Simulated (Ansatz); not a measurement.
# What KSrH3 (model cell, started as cubic perovskite with Sr in the octahedra) distorts into, part 2 of 3

Wanted: the energy along a soft mode of KSrH3 (model cell, started as cubic perovskite with Sr in the octahedra) and the structure at the end.

Ansatz 0.2.0; DFT PBEsol, scalar-relativistic, plane waves, PAW; PAW set soft_1.

So far, highest frequency on the path or at a solved wavevector (cm⁻¹): step 2 (response at finite wavevector) 1303. Also lowest frequency on the path (cm⁻¹): step 2 -354.

The structure was built from a prototype and need not be the compound's stable phase.

### Step 6. Relaxing from the distorted cell

Starting from the lowest point found, all atoms and the cell are let go, so that strain and other modes of the same symmetry can join in.

Contents of input.yaml:

```yaml
crystal:
  lattice:
    - [4.7212170871, 4.7212170871, 0.0]
    - [4.7212170871, 0.0, 4.7212170871]
    - [4.7212170871, 0.0, -4.7212170871]
  atoms:
    - { symbol: K, position: [0.0, 0.5, 0.5] }
    - { symbol: K, position: [0.0, 0.0, 0.0] }
    - { symbol: Sr, position: [0.5, 0.25, 0.75] }
    - { symbol: Sr, position: [0.5, 0.75, 0.25] }
    - { symbol: H, position: [0.4101367167, 0.5898632833, 0.5898632833] }
    - { symbol: H, position: [0.5898632833, -0.0898632833, -0.0898632833] }
    - { symbol: H, position: [0.0, 0.0449316417, 0.4550683583] }
    - { symbol: H, position: [0.0, 0.4550683583, 0.0449316417] }
    - { symbol: H, position: [0.5, 0.4550683583, 0.0449316417] }
    - { symbol: H, position: [0.5, 0.0449316417, 0.4550683583] }
kpoints:
  mp_grid: { grid: [4, 4, 4] }
hamiltonian:
  xc: pbesol
  pseudopotentials: { kind: paw, azcp: { folder: soft_1 }, xc_functional: pbe }
scf:
  occupations: { method: fixed }
output:
  forces: true
  stress: true
  eigenvalues: true
relax:
  adjacent_minimum: "off"
  f_tol: 0.002
  max_steps: 120
  cell: { stress_tol: 0.03 }
```

On the command line:

```sh
$ ansatz run input.yaml --threads 4 --pin off --max-ram 16384MiB --backend cpu --events-out ev --progress --plain --runs-dir out
```

Numbers of over 12 decimals in the logs are rounded to 6 here.

What it wrote:

```text
[...]
Crystal: 10 atoms, lattice volume = 210.471 Å³
Basis set: ecut = 420 eV, 4111 PW (Γ), exchange–correlation on 90×90×90 points (8 copies of the dense FFT grid, shifted against one another)
Bands: 32, of which v1, the nominal top of the filled ones, is band 22 counted from 1 (21 counted from 0)
Symmetry: 8 space group operations
[...]
k-points: 18 of 64
[...]
SCF iter   1: F=—  HF=-10115.619170 eV  |F-HF|=—  |Δ(HF+E_count)|=         —  Δρ=4.62e-2  dr2=6.05e0  ethr=3.10e-3  ⟨swp⟩=5.8  Hψ=2452  notcnv=0  defer=127
[...]
SCF iter   7: F=-10113.610815 eV  HF=-10113.610815 eV  |F-HF|=4.15e-8  |Δ(HF+E_count)|=   5.27e-7  Δρ=5.32e-6  dr2=5.98e-8  ethr=2.27e-10  ⟨swp⟩=18.8  Hψ=4918  notcnv=0
SCF 1 converged in 7 iterations: F = -10113.610815 eV  dr2 = 5.98e-8
[...]
relax step   1: F+E_penalty+E_count = -10113.61081455 eV  Δ(F+E_penalty+E_count) = +0.000e0 eV  max|allowed force component| = 7.985e-2 eV/Å  Δτ_max = 0.0000 Å  P = -0.555 GPa  Ω = 210.471 Å³  (7 SCF iters, dr2 threshold 1.00e-7 eV, accepted)
Crystal: 10 atoms, lattice volume = 205.282 Å³
Basis set: ecut = 420 eV, 3991 PW (Γ), exchange–correlation on 90×90×90 points (8 copies of the dense FFT grid, shifted against one another)
[...]
iter 1 solved again at ethr=1.14e-4 eV; its pass at ethr=3.10e-3 eV (dr2=5.01e-2 eV) is discarded
[...]
SCF iter   5: F=-10113.662792 eV  HF=-10113.662792 eV  |F-HF|=5.27e-8  |Δ(HF+E_count)|=   6.97e-6  Δρ=1.23e-5  dr2=3.40e-7  ethr=2.27e-9  ⟨swp⟩=15.2  Hψ=4435  notcnv=0
SCF 2 converged in 5 iterations: F = -10113.662792 eV  dr2 = 3.40e-7
relax step   2: F+E_penalty+E_count = -10113.66279187 eV  Δ(F+E_penalty+E_count) = -5.198e-2 eV  max|allowed force component| = 8.085e-2 eV/Å  Δτ_max = 0.0856 Å  P = -0.182 GPa  Ω = 205.282 Å³  energy of the carried Pulay correction = +1.220e-3 eV  (5 SCF iters, dr2 threshold 1.00e-6 eV, accepted)
Crystal: 10 atoms, lattice volume = 199.480 Å³
Basis set: ecut = 420 eV, 3839 PW (Γ), exchange–correlation on 90×90×90 points (8 copies of the dense FFT grid, shifted against one another)
[...]
SCF iter   6: F=-10113.664084 eV  HF=-10113.664084 eV  |F-HF|=2.80e-8  |Δ(HF+E_count)|=   2.49e-6  Δρ=8.23e-6  dr2=9.65e-8  ethr=9.29e-10  ⟨swp⟩=15.2  Hψ=4414  notcnv=0
SCF 3 converged in 6 iterations: F = -10113.664084 eV  dr2 = 9.65e-8
relax step   3: F+E_penalty+E_count = -10113.66408448 eV  Δ(F+E_penalty+E_count) = -1.293e-3 eV  max|allowed force component| = 1.211e-1 eV/Å  Δτ_max = 0.1978 Å  P = +0.225 GPa  Ω = 199.480 Å³  energy of the carried Pulay correction = +2.622e-3 eV  (6 SCF iters, dr2 threshold 4.09e-7 eV, rejected (line search))
[...]
relax step   4: F+E_penalty+E_count = -10113.68728676 eV  Δ(F+E_penalty+E_count) = -2.449e-2 eV  max|allowed force component| = 1.771e-2 eV/Å  Δτ_max = 0.0953 Å  P = +0.009 GPa  Ω = 202.450 Å³  energy of the carried Pulay correction = +1.899e-3 eV  (9 SCF iters, accepted)
[...]
relax step   5: F+E_penalty+E_count = -10113.68859813 eV  Δ(F+E_penalty+E_count) = -1.311e-3 eV  max|allowed force component| = 3.077e-3 eV/Å  Δτ_max = 0.0173 Å  P = +0.005 GPa  Ω = 202.373 Å³  energy of the carried Pulay correction = +1.918e-3 eV  (5 SCF iters, dr2 threshold 4.88e-8 eV, accepted)
[...]
relax step   6: F+E_penalty+E_count = -10113.68859724 eV  Δ(F+E_penalty+E_count) = +8.902e-7 eV  max|allowed force component| = 7.200e-4 eV/Å  Δτ_max = 0.0031 Å  P = -0.003 GPa  Ω = 202.460 Å³  energy of the carried Pulay correction = +1.897e-3 eV  (5 SCF iters, dr2 threshold 5.92e-10 eV, accepted)
[...]
SCF iter   1: F=—  HF=-10113.686919 eV  |F-HF|=—  |Δ(HF+E_count)|=         —  Δρ=5.33e-5  dr2=5.23e-7  ethr=1.11e-6  ⟨swp⟩=3.8  Hψ=3955  notcnv=0  defer=142
eigensolver tolerance schedule: the retry pair's looser diagonalisation over-reported the residual by 931.06 of it (diagonalisation noise at 0.50 of the residual, at the tolerance the schedule requests for it); recorded, not acted on — ethr = c·dr2/N_el stays at c = 1.0e-1
[...]
SCF iter   2: F=—  HF=-10113.686880 eV  |F-HF|=—  |Δ(HF+E_count)|=   3.93e-5  Δρ=2.80e-5  dr2=1.58e-7  ethr=1.19e-9  ⟨swp⟩=3.1  Hψ=1017  notcnv=0  defer=142
[...]
SCF iter   5: F=-10113.686881 eV  HF=-10113.686881 eV  |F-HF|=1.27e-11  |Δ(HF+E_count)|=  5.46e-10  Δρ=1.28e-7  dr2=2.21e-11  ethr=1.00e-12  ⟨swp⟩=19.0  Hψ=5117  notcnv=0
SCF 7 converged in 5 iterations: F = -10113.686881 eV  dr2 = 2.21e-11
relax step   7: F+E_penalty+E_count = -10113.68688122 eV  Δ(F+E_penalty+E_count) = +1.716e-3 eV  max|allowed force component| = 6.766e-4 eV/Å  Δτ_max = 0.0000 Å  P = -0.010 GPa  Ω = 202.460 Å³  stress off target by 1.25e-2 GPa  SCF on the basis re-selected at this cell (its energy is not comparable with the rows above)  (5 SCF iters)
basis re-selected at this cell: Δ(F+E_penalty+E_count) = +1.716e-3 eV, ΔP = -0.007 GPa vs the last step (what re-selecting the basis moved, of the pressure what is left beyond the Pulay correction that the steps carried, after the strain that the cell walked since its last selection, with what the two solves' SCF thresholds leave and, on support functions, any second-order correction that the steps lacked; it is no m [...]
SCF converged after 5 iterations
Free energy (F): -10113.686881 eV
[...]
Internal energy: -10113.686881 eV  (E = F + TS)
E sigma→0 (E₀):  -10113.686881 eV
Fermi energy:    2.082358 eV
[...]
--- Forces (eV/Å), atoms counted from 1 ---
  atom   1  K     -0.00067662     0.00067662     0.00000000
  atom   2  K      0.00067662    -0.00067662    -0.00000000
  atom   3  Sr    -0.00000000     0.00000000    -0.00000000
  atom   4  Sr    -0.00000000    -0.00000000     0.00000000
  atom   5  H      0.00003660    -0.00003660    -0.00000000
  atom   6  H     -0.00003660     0.00003660     0.00000000
  atom   7  H     -0.00000000     0.00000000    -0.00020171
  atom   8  H      0.00000000     0.00000000     0.00020171
  atom   9  H     -0.00000000     0.00000000     0.00020171
  atom  10  H     -0.00000000     0.00000000    -0.00020171
  max |Σ_I F_I| component: 3.18e-19 eV/Å
--- Stress (GPa, compression-positive) ---
       -0.011102       0.001370      -0.000000
        0.001370      -0.011102      -0.000000
       -0.000000      -0.000000      -0.007313
  P = ⅓ Tr σ = -0.0098 GPa (-0.098 kbar)
--- Band table (eV; the first three rows and the last of 18) ---
  k-point 0: bands = [... 18 lower, 1.2319, 1.9304, 1.9705, 2.0824, 5.4248, 5.4835, 5.4904, 7.8560, ... 6 higher]
  k-point 1: bands = [... 18 lower, 1.2561, 1.5208, 1.8519, 1.9319, 5.3875, 5.6817, 5.6956, 7.1142, ... 6 higher]
  k-point 2: bands = [... 18 lower, 1.4147, 1.4937, 1.6469, 1.7381, 5.6983, 5.8480, 6.0910, 6.3525, ... 6 higher]
  k-point 17: bands = [... 18 lower, 1.3500, 1.3500, 1.7139, 1.7139, 5.7430, 5.7430, 6.9743, 6.9743, ... 6 higher]
--- Relaxed structure (6 steps of the walk, 5 accepted, 1 SCFs on fresh bases) ---
  F+E_penalty+E_count = -10113.68688122 eV   max|allowed force component| = 6.766e-4 eV/Å   (the final SCF, on the basis selected at the relaxed cell)
  cell:  # Å, volume = 202.4600 Å³
    - [4.670085, 4.670085, 0.0]
    - [4.657204, 0.012881, 4.667260]
    - [4.657204, 0.012881, -4.667260]
  atoms:
    - { symbol: K, position: [0.022394, 0.477606, 0.477606] }
    - { symbol: K, position: [-0.022394, 0.022394, 0.022394] }
    - { symbol: Sr, position: [0.500000, 0.250000, 0.750000] }
    - { symbol: Sr, position: [0.500000, 0.750000, 0.250000] }
    - { symbol: H, position: [0.390045, 0.609955, 0.609955] }
    - { symbol: H, position: [0.609955, -0.109955, -0.109955] }
    - { symbol: H, position: [-2.168404344971009e-19, 0.064221, 0.435779] }
    - { symbol: H, position: [-2.168404344971009e-19, 0.435779, 0.064221] }
    - { symbol: H, position: [0.500000, 0.435779, 0.064221] }
    - { symbol: H, position: [0.500000, 0.064221, 0.435779] }
```

Wall time 17 s (4 threads of Arm Neoverse V1, shared host); peak memory 0.58 GiB; 65 s of CPU time.

Relaxation path:

| step | energy less that of the first step (eV) | largest force component (eV/Å) | pressure (GPa) | volume (Å³) |
| --- | --- | --- | --- | --- |
| 1 | 0.0000 | 0.0799 | -0.56 | 210.47 |
| 2 | -0.0520 | 0.0809 | -0.18 | 205.28 |
| 3 | -0.0533 | 0.1211 | 0.23 | 199.48 |
| 4 | -0.0765 | 0.0177 | 0.01 | 202.45 |
| 5 | -0.0778 | 0.0031 | 0.00 | 202.37 |
| 6 | -0.0778 | 0.0007 | 0.00 | 202.46 |
| 7* | -0.0761 | 0.0007 | -0.01 | 202.46 |

Relaxation steps marked * repeat the geometry before them on a plane-wave basis chosen anew for their cell, so energy and pressure can jump there. Relaxation step 3 was tried and not accepted.

Forces are held to the 8 operations that the run works with; a distortion that breaks them can't arise in this run.

| conventional cell, symmetrised | before | after | change |
| --- | --- | --- | --- |
| a (Å) | 6.677 | 6.604 | -1.1 % |
| b (Å) | 9.442 | 9.335 | -1.1 % |
| c (Å) | 6.677 | 6.568 | -1.6 % |
| volume (Å³/atom) | 21.05 | 20.25 | -3.8 % |

The atoms that moved most (Å, as changes of fractional coordinates times the final cell):

| atom | dx | dy | dz | length |
| --- | --- | --- | --- | --- |
| H10 | 0.000 | 0.000 | 0.180 | 0.180 |
| H7 | 0.000 | 0.000 | 0.180 | 0.180 |
| H9 | 0.000 | 0.000 | -0.180 | 0.180 |
| H8 | 0.000 | 0.000 | -0.180 | 0.180 |
| K1 | -0.104 | 0.104 | 0.000 | 0.147 |
| K2 | 0.104 | -0.104 | 0.000 | 0.147 |
| H6 | -0.093 | 0.093 | 0.000 | 0.132 |
| H5 | 0.093 | -0.093 | 0.000 | 0.132 |

Numbers from this step:

```
pressure          : -0.009839 GPa
gap on the k-mesh : 2.430 eV
volume per atom   : 20.25 Å³
```

The distorted start has space group Imma; the relaxation ends in Imma.

### Step 7. The new phase in its own primitive cell

The relaxed structure is symmetrised, reduced to its primitive cell and relaxed tightly, as its phonons need.

Contents of input.yaml:

```yaml
crystal:
  lattice:
    - [-3.3022489743, 4.6672600912, 3.2840327122]
    - [3.3022489743, -4.6672600912, 3.2840327122]
    - [3.3022489743, 4.6672600912, -3.2840327122]
  atoms:
    - { symbol: K, position: [0.2276062688, 0.9776062688, 0.25] }
    - { symbol: K, position: [0.7723937312, 0.0223937312, 0.75] }
    - { symbol: Sr, position: [0.5, 0.5, 0.0] }
    - { symbol: Sr, position: [0.0, 0.5, 0.5] }
    - { symbol: H, position: [0.3599554868, 0.6099554868, 0.75] }
    - { symbol: H, position: [0.6400445132, 0.3900445132, 0.25] }
    - { symbol: H, position: [0.185778879, 0.0, 0.685778879] }
    - { symbol: H, position: [0.814221121, 0.0, 0.314221121] }
    - { symbol: H, position: [0.814221121, 0.5, 0.814221121] }
    - { symbol: H, position: [0.185778879, 0.5, 0.185778879] }
kpoints:
  mp_grid: { grid: [6, 6, 6] }
hamiltonian:
  xc: pbesol
  pseudopotentials: { kind: paw, azcp: { folder: soft_1 }, xc_functional: pbe }
scf:
  occupations: { method: fixed }
output:
  forces: true
  stress: true
  eigenvalues: true
relax:
  adjacent_minimum: "off"
  f_tol: 0.001
  max_steps: 60
  cell: { stress_tol: 0.01 }
```

What it wrote:

```text
[...]
Crystal: 10 atoms, lattice volume = 202.460 Å³
Basis set: ecut = 420 eV, 3879 PW (Γ), exchange–correlation on 90×90×90 points (8 copies of the dense FFT grid, shifted against one another)
Bands: 32, of which v1, the nominal top of the filled ones, is band 22 counted from 1 (21 counted from 0)
Symmetry: 8 space group operations
[...]
k-points: 46 of 216
[...]
- { symbol: Sr, position: [0.500000, 0.500000, 0] }
    - { symbol: Sr, position: [0, 0.5, 0.5] }
    - { symbol: H, position: [0.359950, 0.609950, 0.75] }
    - { symbol: H, position: [0.640050, 0.390050, 0.250000] }
    - { symbol: H, position: [0.185787, 2.7755575615628914e-17, 0.685787] }
    - { symbol: H, position: [0.814213, 0.0, 0.314213] }
    - { symbol: H, position: [0.814213, 0.5, 0.814213] }
    - { symbol: H, position: [0.185787, 0.500000, 0.185787] }
[key lines of the parts left out:]
SCF converged after 4 iterations
Free energy (F): -10113.687007 eV
Fermi energy:    2.085189 eV
P = ⅓ Tr σ = 0.0000 GPa (0.000 kbar)
```

Run time: 21 s. Hardware: 4 threads; peak memory 0.67 GiB; 82 s of CPU time.

Little changed from the start: no atom moved by 0.005 Å and no cell edge by 0.1 %.

Numbers from this step:

```
pressure           : 2.65e-5 GPa
volume per atom    : 20.24 Å³
direct gap on mesh : 2.749 eV
```

The largest force component left is 0.26 meV/Å and the pressure is 0.000 GPa, within the tolerances set. The cell now holds 20.24 Å³/atom.

(Part 2 of 3 ends here.)

[Logs are printed without paths, hosts, clocks, repeated set-up lines and the standing remarks that a program may print on its own settings, such as how far it seeks lower states.]

[Hosts, paths, dates, database ids (printed as entryN), source tags and the programs' standing remarks are cut or masked in the printed files.]
